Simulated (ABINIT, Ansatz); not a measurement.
## YBiS3 (Pm-3m): zone-centre phonons

Which modes does YBiS3 (Pm-3m) have at the zone centre?

Method: DFT PBEsol, scalar-relativistic, plane waves, PseudoDojo norm-conserving pseudopotentials, in ABINIT 10.8.3.

The structure was built from a prototype and need not be the compound's stable phase.

## 1. Starting point

The structure is cubic, space group Pm-3m (No. 221). The conventional cell has a = 5.370 Å, b = 5.370 Å, c = 5.370 Å, α = 90.00°, β = 90.00°, γ = 90.00°. Nearest to Bi lie 12 S at 3.80 Å. Nearest to Y lie 6 S at 2.69 Å. S has 2 Y at 2.69 Å nearest. Farther neighbours and most contacts between anions are not listed.

## 2. A probe with smearing

A first run with smearing and empty bands tells whether the crystal has a gap, which decides between fixed occupations and smearing later on.

File probe.abi:

```
# ground state
tolvrs 1.0d-08
prtden 1
prtwf 1

# basis, mesh and filling
ecut 30.0
ngkpt 4 4 4
nshiftk 1
shiftk 0.0 0.0 0.0
istwfk *1
occopt 7
tsmear 0.005
nband 31
nstep 100
diemac 9.0
prtebands 0
prtgsr 0
useylm 1

# cell and atoms
acell 10.14858518 10.14858518 10.14858518
rprim 
    1.0 0.0 0.0
    0.0 1.0 0.0
    0.0 0.0 1.0
ntypat 3
znucl 83 39 16
natom 5
typat 1 2 3 3 3
xred 
    0.0 0.0 0.0
    0.5 0.5 0.5
    0.5 0.5 0.0
    0.5 0.0 0.5
    0.0 0.5 0.5
pp_dirpath "./pseudo"
pseudos "Bi.upf, Y.upf, S.upf"
```

The run is started by

```
$ OMP_NUM_THREADS=1 mpirun -n 4 abinit probe.abi > probe.log
```

Numbers of over 12 decimals in the logs are rounded to 6 here.

probe.abo, the main output file:

```text
[banners, grids, parts of the stress and lines that vanish by symmetry left out]
- input  file    -> probe.abi
- output file    -> probe.abo
- root for input  files -> probei
[...]
Symmetries : space group Pm -3 m (#221); Bravais cP (primitive cubic)
[...]
mpw =        8260          nfft =      157464          nkpt =          10
[...]
== DATASET  1 ==================================================================
[...]
cutoff_energies: {ecut:  30.0, pawecutdg:  -1.0, }
[...]
ETOT  1  -155.34789385548    -1.553E+02 1.419E-01 3.377E+03
 ETOT  2  -154.99104186804     3.569E-01 5.403E-03 5.804E+03
 ETOT  3  -155.74166042895    -7.506E-01 2.785E-03 8.075E+02
 ETOT  4  -155.82158481088    -7.992E-02 7.562E-04 1.136E+02
 ETOT  5  -155.83382323376    -1.224E-02 1.356E-03 1.440E+01
[...]
ETOT 11  -155.83548537011    -5.207E-11 8.464E-05 5.650E-08
 ETOT 12  -155.83548537012    -5.144E-12 2.818E-05 7.837E-11
 At SCF step   12       vres2   =  7.84E-11 < tolvrs=  1.00E-08 =>converged.
[...]
sigma(1 1)=  2.41468124E-04  sigma(3 2)=  0.00000000E+00
  sigma(2 2)=  2.41468124E-04  sigma(3 1)=  0.00000000E+00
  sigma(3 3)=  2.41468124E-04  sigma(2 1)=  0.00000000E+00
[...]
convergence: {deltae: -5.144E-12, res2:  7.837E-11, residm:  2.818E-05, diffor: null, }
etotal    :  -1.55835485E+02
[...]
sigma(1 1)=  2.41468124E-04  sigma(3 2)=  0.00000000E+00
  sigma(2 2)=  2.41468124E-04  sigma(3 1)=  0.00000000E+00
  sigma(3 3)=  2.41468124E-04  sigma(2 1)=  0.00000000E+00
[...]
- sigma(1 1)=  7.10423749E+00  sigma(3 2)=  0.00000000E+00
- sigma(2 2)=  7.10423749E+00  sigma(3 1)=  0.00000000E+00
- sigma(3 3)=  7.10423749E+00  sigma(2 1)=  0.00000000E+00
[...]
fcart     -0.0000000000E+00 -0.0000000000E+00 -0.0000000000E+00
           strten      2.4146812426E-04  2.4146812426E-04  2.4146812426E-04
================================================================================

[key lines of the parts left out:]
pressure_GPa:  -7.1042E+00
```

The job ended after 40 s (4 MPI ranks of Arm Neoverse V1, shared host).

This step gave:

- volume per atom: 30.98 Å³
- pressure: -7.104 GPa
- gap on the k-mesh: 0 eV

No gap opens on this mesh, so smearing is kept; the printed pressure holds the stress of the finite basis too.

## 3. Rough relaxation

The typed start is rough, so a first relaxation with smearing and loose thresholds takes it towards rest cheaply.

File prerelax.abi:

```
# relaxation
ionmov 2
optcell 2
dilatmx 1.15
chkdilatmx 0
ntime 40
tolmxf 3.0d-04
tolvrs 1.0d-10
prtwf 0
prtden 0
chksymtnons 0

# basis, mesh and filling
ecut 31.0
ecutsm 3.0
ngkpt 4 4 4
nshiftk 1
shiftk 0.0 0.0 0.0
istwfk *1
occopt 7
tsmear 0.005
nband 31
nstep 100
diemac 1000000.0
prtebands 0
prtgsr 0
useylm 1

# cell and atoms
acell 10.14858518 10.14858518 10.14858518
rprim 
    1.0 0.0 0.0
    0.0 1.0 0.0
    0.0 0.0 1.0
ntypat 3
znucl 83 39 16
natom 5
typat 1 2 3 3 3
xred 
    0.0 0.0 0.0
    0.5 0.5 0.5
    0.5 0.5 0.0
    0.5 0.0 0.5
    0.0 0.5 0.5
pp_dirpath "./pseudo"
pseudos "Bi.upf, Y.upf, S.upf"
```

The run is started by

```
$ OMP_NUM_THREADS=1 mpirun -n 4 abinit prerelax.abi > prerelax.log
```

prerelax.abo, the main output file:

```text
[banners, grids, parts of the stress and lines that vanish by symmetry left out]
- input  file    -> prerelax.abi
- output file    -> prerelax.abo
- root for input  files -> prerelaxi
[...]
Symmetries : space group Pm -3 m (#221); Bravais cP (primitive cubic)
[...]
mpw =       13176          nfft =      216000          nkpt =          10
[...]
== DATASET  1 ==================================================================
[...]
cutoff_energies: {ecut:  31.0, pawecutdg:  -1.0, }
[...]
ETOT  1  -155.38300577615    -1.554E+02 3.231E-01 4.563E+03
 ETOT  2  -155.45736718408    -7.436E-02 3.137E-02 3.130E+03
 ETOT  3  -155.75460994978    -2.972E-01 4.445E-03 9.428E+02
 ETOT  4  -155.83496758311    -8.036E-02 9.818E-04 3.660E+00
 ETOT  5  -155.83501775878    -5.018E-05 1.335E-03 3.701E+00
[...]
At SCF step   12       vres2   =  2.90E-11 < tolvrs=  1.00E-10 =>converged.
[...]
ETOT  9  -155.85571181459     2.530E-12 1.347E-04 3.306E-11
 At SCF step    9       vres2   =  3.31E-11 < tolvrs=  1.00E-10 =>converged.
[...]
sigma(1 1)=  6.36428383E-07  sigma(3 2)=  0.00000000E+00
  sigma(2 2)=  6.36428383E-07  sigma(3 1)=  0.00000000E+00
  sigma(3 3)=  6.36428383E-07  sigma(2 1)=  0.00000000E+00
[...]
convergence: {deltae:  2.530E-12, res2:  3.306E-11, residm:  1.347E-04, diffor: null, }
etotal    :  -1.55855712E+02
[...]
At Broyd/MD step   5, gradients are converged :
[...]
sigma(1 1)=  6.36428383E-07  sigma(3 2)=  0.00000000E+00
  sigma(2 2)=  6.36428383E-07  sigma(3 1)=  0.00000000E+00
  sigma(3 3)=  6.36428383E-07  sigma(2 1)=  0.00000000E+00
[...]
- sigma(1 1)=  1.87243695E-02  sigma(3 2)=  0.00000000E+00
- sigma(2 2)=  1.87243695E-02  sigma(3 1)=  0.00000000E+00
- sigma(3 3)=  1.87243695E-02  sigma(2 1)=  0.00000000E+00
[...]
fcart     -0.0000000000E+00 -0.0000000000E+00 -0.0000000000E+00
           strten      6.3642838283E-07  6.3642838283E-07  6.3642838283E-07
================================================================================

[key lines of the parts left out:]
pressure_GPa:  -1.8724E-02
Total energy (etotal) [Ha]= -1.55855711814593E+02
```

Wall time 4.2 min (4 MPI ranks); 17 min of CPU time.

Relaxation path:

```tsv
step	energy less that of the first step (eV)	largest force (eV/Å)	volume (Å³)
1	0.0000	0.0000	154.89
2	-0.1327	0.0000	151.65
3	-0.5202	0.0000	127.59
4	-0.5546	0.0000	133.31
5	-0.5558	0.0000	132.44
```

```tsv
conventional cell, symmetrised	before	after	change
a (Å)	5.370	5.097	-5.1 %
b (Å)	5.370	5.097	-5.1 %
c (Å)	5.370	5.097	-5.1 %
volume (Å³/atom)	30.98	26.49	-14.5 %
```

The relaxed structure:

```
Bi Y S
1.0
     5.09725    0.00000    0.00000
     0.00000    5.09725    0.00000
     0.00000    0.00000    5.09725
Bi Y S
1 1 3
Direct
  0.00000 0.00000 0.00000
  0.50000 0.50000 0.50000
  0.50000 0.50000 0.00000
  0.50000 0.00000 0.50000
  0.00000 0.50000 0.50000
```

Read from the output:

```yaml
volume_per_atom: 26.49 Å³
pressure: -0.01872 GPa
```

The volume changes by -14.5 % in this run and stands -14.5 % from the first cell.

## 4. Rough relaxation

The cell changed much, so the rough relaxation is repeated on a basis made for the new cell.

prerelax.abi, as its differences from that of step 3:

```diff
@@ -29,3 +29,3 @@
 # cell and atoms
-acell 10.14858518 10.14858518 10.14858518
+acell 9.632415568 9.632415568 9.632415568
 rprim
```

prerelax.abo, the main output file:

```text
[banners, grids, parts of the stress and lines that vanish by symmetry left out]
- input  file    -> prerelax.abi
- output file    -> prerelax.abo
- root for input  files -> prerelaxi
[...]
Symmetries : space group Pm -3 m (#221); Bravais cP (primitive cubic)
[...]
mpw =       11248          nfft =      216000          nkpt =          10
[...]
== DATASET  1 ==================================================================
[...]
cutoff_energies: {ecut:  31.0, pawecutdg:  -1.0, }
[...]
ETOT  1  -155.46242423317    -1.555E+02 8.109E-02 4.666E+03
 ETOT  2  -155.71115849201    -2.487E-01 1.506E-02 1.199E+03
 ETOT  3  -155.82153947220    -1.104E-01 1.712E-03 4.297E+02
 ETOT  4  -155.85024890267    -2.871E-02 2.516E-03 7.625E+01
 ETOT  5  -155.85568902761    -5.440E-03 1.058E-03 1.828E-01
[...]
ETOT 11  -155.85571181460    -1.049E-11 1.226E-04 6.798E-10
 ETOT 12  -155.85571181459     1.029E-11 1.706E-04 2.112E-11
 At SCF step   12       vres2   =  2.11E-11 < tolvrs=  1.00E-10 =>converged.
[...]
sigma(1 1)=  6.36303235E-07  sigma(3 2)=  0.00000000E+00
  sigma(2 2)=  6.36303235E-07  sigma(3 1)=  0.00000000E+00
  sigma(3 3)=  6.36303235E-07  sigma(2 1)=  0.00000000E+00
[...]
convergence: {deltae:  1.029E-11, res2:  2.112E-11, residm:  1.706E-04, diffor: null, }
etotal    :  -1.55855712E+02
[...]
At Broyd/MD step   1, gradients are converged :
[...]
sigma(1 1)=  6.36303235E-07  sigma(3 2)=  0.00000000E+00
  sigma(2 2)=  6.36303235E-07  sigma(3 1)=  0.00000000E+00
  sigma(3 3)=  6.36303235E-07  sigma(2 1)=  0.00000000E+00
[...]
- sigma(1 1)=  1.87206875E-02  sigma(3 2)=  0.00000000E+00
- sigma(2 2)=  1.87206875E-02  sigma(3 1)=  0.00000000E+00
- sigma(3 3)=  1.87206875E-02  sigma(2 1)=  0.00000000E+00
[...]
fcart     -0.0000000000E+00 -0.0000000000E+00 -0.0000000000E+00
           strten      6.3630323476E-07  6.3630323476E-07  6.3630323476E-07
================================================================================

[key lines of the parts left out:]
pressure_GPa:  -1.8721E-02
Total energy (etotal) [Ha]= -1.55855711814588E+02
```

The job ended after 53 s (4 MPI ranks).

Little changed from the start: no atom moved by 0.005 Å and no cell edge by 0.1 %.

The volume changes by +0.0 % in this run and stands -14.5 % from the first cell.

## 5. Relaxing the cell and atoms

The harmonic expansion needs vanishing forces, and a free crystal bears no stress, so cell and atoms are brought to rest. Stress is more sensitive to the basis than forces are: the last 3 Ha under the cutoff are smoothed with ecutsm, and the cutoff is raised above that of the later runs.

relax.abi, as its differences from prerelax.abi of step 4:

```diff
@@ -3,7 +3,6 @@
 optcell 2
-dilatmx 1.15
-chkdilatmx 0
+dilatmx 1.08
 ntime 40
-tolmxf 3.0d-04
-tolvrs 1.0d-10
+tolmxf 1.0d-05
+tolvrs 1.0d-14
 prtwf 0
@@ -13,3 +12,3 @@
 # basis, mesh and filling
-ecut 31.0
+ecut 38.0
 ecutsm 3.0
@@ -20,3 +19,3 @@
 occopt 7
-tsmear 0.005
+tsmear 0.01
 nband 31
```

The run is started by

```
$ OMP_NUM_THREADS=1 mpirun -n 4 abinit relax.abi > relax.log
```

relax.abo, the main output file:

```text
[banners, grids, parts of the stress and lines that vanish by symmetry left out]
- input  file    -> relax.abi
- output file    -> relax.abo
- root for input  files -> relaxi
[...]
Symmetries : space group Pm -3 m (#221); Bravais cP (primitive cubic)
[...]
mpw =       12668          nfft =      216000          nkpt =          10
[...]
== DATASET  1 ==================================================================
[...]
cutoff_energies: {ecut:  38.0, pawecutdg:  -1.0, }
[...]
ETOT  1  -155.43948589517    -1.554E+02 1.544E-01 4.688E+03
 ETOT  2  -155.70870288901    -2.692E-01 1.010E-02 1.253E+03
 ETOT  3  -155.82335949820    -1.147E-01 8.083E-03 4.381E+02
 ETOT  4  -155.85302780067    -2.967E-02 2.053E-03 5.841E+01
 ETOT  5  -155.85733052564    -4.303E-03 7.401E-04 6.183E-01
[...]
At SCF step   13       vres2   =  6.65E-15 < tolvrs=  1.00E-14 =>converged.
[...]
sigma(1 1)= -3.20109799E-07  sigma(3 2)=  0.00000000E+00
  sigma(2 2)= -3.20109799E-07  sigma(3 1)=  0.00000000E+00
  sigma(3 3)= -3.20109799E-07  sigma(2 1)=  0.00000000E+00
[...]
convergence: {deltae:  4.235E-12, res2:  6.655E-15, residm:  1.507E-04, diffor: null, }
etotal    :  -1.55857366E+02
[...]
ETOT  1  -155.85736627031    -1.559E+02 5.512E-05 2.495E-04
[...]
At SCF step    9       vres2   =  6.18E-16 < tolvrs=  1.00E-14 =>converged.
[...]
sigma(1 1)= -2.60381968E-07  sigma(3 2)=  0.00000000E+00
  sigma(2 2)= -2.60381968E-07  sigma(3 1)=  0.00000000E+00
  sigma(3 3)= -2.60381968E-07  sigma(2 1)=  0.00000000E+00
[...]
convergence: {deltae: -3.951E-12, res2:  6.179E-16, residm:  5.774E-06, diffor: null, }
etotal    :  -1.55857366E+02
[...]
ETOT  1  -155.85736589033    -1.559E+02 4.649E-06 4.744E-03
[...]
ETOT  9  -155.85736630665     5.571E-12 1.388E-06 1.162E-14
 ETOT 10  -155.85736630664     9.152E-12 1.570E-06 3.246E-16
 At SCF step   10       vres2   =  3.25E-16 < tolvrs=  1.00E-14 =>converged.
[...]
sigma(1 1)= -7.26747542E-11  sigma(3 2)=  0.00000000E+00
  sigma(2 2)= -7.26747490E-11  sigma(3 1)=  0.00000000E+00
  sigma(3 3)= -7.26747499E-11  sigma(2 1)=  0.00000000E+00
[...]
convergence: {deltae:  9.152E-12, res2:  3.246E-16, residm:  1.570E-06, diffor: null, }
etotal    :  -1.55857366E+02
[...]
At Broyd/MD step   3, gradients are converged :
[...]
sigma(1 1)= -7.26747542E-11  sigma(3 2)=  0.00000000E+00
  sigma(2 2)= -7.26747490E-11  sigma(3 1)=  0.00000000E+00
  sigma(3 3)= -7.26747499E-11  sigma(2 1)=  0.00000000E+00
[...]
- sigma(1 1)= -2.13816509E-06  sigma(3 2)=  0.00000000E+00
- sigma(2 2)= -2.13816494E-06  sigma(3 1)=  0.00000000E+00
- sigma(3 3)= -2.13816496E-06  sigma(2 1)=  0.00000000E+00
[...]
fcart     -0.0000000000E+00 -0.0000000000E+00 -0.0000000000E+00
           strten     -7.2674754235E-11 -7.2674749031E-11 -7.2674749899E-11
================================================================================

[key lines of the parts left out:]
pressure_GPa:   2.1382E-06
Total energy (etotal) [Ha]= -1.55857366306641E+02
```

The job ended after 2.5 min (4 MPI ranks; 9.8 min of CPU time).

Little changed from the start: no atom moved by 0.005 Å and no cell edge by 0.1 %.

Numbers from this step:

| Property | Result |
| --- | --- |
| pressure | 2.14e-6 GPa |

The volume changes by +0.0 % in this run and stands -14.5 % from the first cell.

## 6. Self-consistent run for the response

First-order wavefunctions inherit every error of the ground state, hence the very tight tolvrs. Smearing stays on, as the first look found no gap above 0.3 eV.

File gs.abi:

```
# ground state
tolvrs 1.0d-16
prtden 1
prtwf 1

# basis, mesh and filling
ecut 30.0
ngkpt 4 4 4
nshiftk 1
shiftk 0.0 0.0 0.0
istwfk *1
occopt 7
tsmear 0.01
nband 31
nstep 100
diemac 1000000.0
prtebands 0
prtgsr 0
useylm 1

# cell and atoms
acell 9.632911397 9.632911397 9.632911397
rprim 
    1.0 0.0 0.0
    0.0 1.0 0.0
    0.0 0.0 1.0
ntypat 3
znucl 83 39 16
natom 5
typat 1 2 3 3 3
xred 
    0.0 0.0 0.0
    0.5 0.5 0.5
    0.5 0.5 0.0
    0.5 0.0 0.5
    0.0 0.5 0.5
pp_dirpath "./pseudo"
pseudos "Bi.upf, Y.upf, S.upf"
```

The run is started by

```
$ OMP_NUM_THREADS=1 mpirun -n 4 abinit gs.abi > gs.log
```

gs.abo, the main output file:

```text
[banners, grids, parts of the stress and lines that vanish by symmetry left out]
- input  file    -> gs.abi
- output file    -> gs.abo
- root for input  files -> gsi
[...]
Symmetries : space group Pm -3 m (#221); Bravais cP (primitive cubic)
[...]
mpw =        7088          nfft =      110592          nkpt =          10
[...]
== DATASET  1 ==================================================================
[...]
cutoff_energies: {ecut:  30.0, pawecutdg:  -1.0, }
[...]
ETOT  1  -155.47020486854    -1.555E+02 7.510E-02 2.375E+03
 ETOT  2  -155.71249774144    -2.423E-01 1.367E-02 6.210E+02
 ETOT  3  -155.82293395913    -1.104E-01 3.300E-03 2.226E+02
 ETOT  4  -155.85086242349    -2.793E-02 1.175E-03 4.021E+01
 ETOT  5  -155.85662103465    -5.759E-03 5.300E-04 6.241E-01
[...]
ETOT 14  -155.85669381461    -1.023E-12 6.695E-05 2.659E-16
 ETOT 15  -155.85669381462    -9.237E-12 6.188E-05 1.041E-17
 At SCF step   15       vres2   =  1.04E-17 < tolvrs=  1.00E-16 =>converged.
[...]
sigma(1 1)=  8.92450474E-06  sigma(3 2)=  0.00000000E+00
  sigma(2 2)=  8.92450474E-06  sigma(3 1)=  0.00000000E+00
  sigma(3 3)=  8.92450474E-06  sigma(2 1)=  0.00000000E+00
[...]
convergence: {deltae: -9.237E-12, res2:  1.041E-17, residm:  6.188E-05, diffor: null, }
etotal    :  -1.55856694E+02
[...]
sigma(1 1)=  8.92450474E-06  sigma(3 2)=  0.00000000E+00
  sigma(2 2)=  8.92450474E-06  sigma(3 1)=  0.00000000E+00
  sigma(3 3)=  8.92450474E-06  sigma(2 1)=  0.00000000E+00
[...]
- sigma(1 1)=  2.62567994E-01  sigma(3 2)=  0.00000000E+00
- sigma(2 2)=  2.62567994E-01  sigma(3 1)=  0.00000000E+00
- sigma(3 3)=  2.62567994E-01  sigma(2 1)=  0.00000000E+00
[...]
fcart     -0.0000000000E+00 -0.0000000000E+00 -0.0000000000E+00
           strten      8.9245047363E-06  8.9245047363E-06  8.9245047363E-06
================================================================================

[key lines of the parts left out:]
pressure_GPa:  -2.6257E-01
```

It took 35 s on 4 MPI ranks.

Read from the output:

| Quantity | Value |
| --- | --- |
| pressure | -0.2626 GPa |

The cell stands at -0.26 GPa: the relaxation ran with a smoothed and higher cutoff, and the difference is a stress of the finite basis.

[end of part 1 of 5]

[Host names and launcher messages were left out of these logs when they were recorded.]

[Logs are printed without paths, hosts, clocks, repeated set-up lines and the standing remarks that a program may print on its own settings, such as how far it seeks lower states.]

[Hosts, paths, dates, database ids (printed as entryN), source tags and the programs' standing remarks are cut or masked in the printed files.]
